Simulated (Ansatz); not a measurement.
In doubt: one-shot GW on d or f shells is unsure, so the values of those runs are not to be relied on.

BaSrCeTiO6 (F-43m), computed twice by G0W0.

```
Ba Sr Ce Ti O
1.0
     0.00000    4.21456    4.21456
     4.21456    0.00000    4.21456
     4.21456    4.21456    0.00000
Ba Sr Ce Ti O
1 1 1 1 6
Direct
  0.25000 0.25000 0.25000
  0.75000 0.75000 0.75000
  0.00000 0.00000 0.00000
  0.50000 0.50000 0.50000
  0.73552 0.26448 0.26448
  0.26448 0.73552 0.73552
  0.73552 0.73552 0.26448
  0.26448 0.26448 0.73552
  0.26448 0.73552 0.26448
  0.73552 0.26448 0.73552
```

The cell and positions are those that the Materials Project relaxed with its own functionals (PBE, PBE+U or r2SCAN), kept fixed. Spin-orbit coupling is left out unless a run names it.

The first (Ansatz 0.2.0; start PBE with 90 % screened exact exchange, 4×4×4 mesh, 624 empty bands, screening to 150 eV, PAW set soft_1 files; 1 × NVIDIA H100 80GB HBM3 (shared by 6 runs) with 2 threads of AMD EPYC 7R13 (Zen 3), shared host) gave, on its mesh: starting gap 8.77 eV, G0W0 gap 5.64 eV, RPA ε∞ (mean) 2.59, 1.9 min.

The second gave: starting gap 2.59 eV, G0W0 gap 4.30 eV, RPA ε∞ (mean) 5.31, 67 s.

Question: What was changed in the input? Choose among start, files, mesh, bands and cutoff, frequency model or another key.

Changed: start from PBE with 90 % screened exact exchange to PBE+U(Ce-f,4). A jump of this size in the start, with ε∞ moving the other way, marks another functional. Other changes could give like numbers; this is the one that was made.

Limits: not at the basis limit; f levels unsure; no spin polarisation; f levels unsure; no spin-orbit coupling.

[Paths, hosts, dates, memory and timing lines, banners, echoed tables and standing remarks are left out of the program output.]

[Logs are printed without paths, hosts, clocks, repeated set-up lines and the standing remarks that a program may print on its own settings, such as how far it seeks lower states.]

[Runs of the session that timed out or met a known fault of the program may be left out.]

[Cells called generated may have been cut or substituted from an entry of the Crystallography Open Database or the Materials Project.]

[Hosts, paths, dates, database ids (printed as entryN), source tags and the programs' standing remarks are cut or masked in the printed files.]
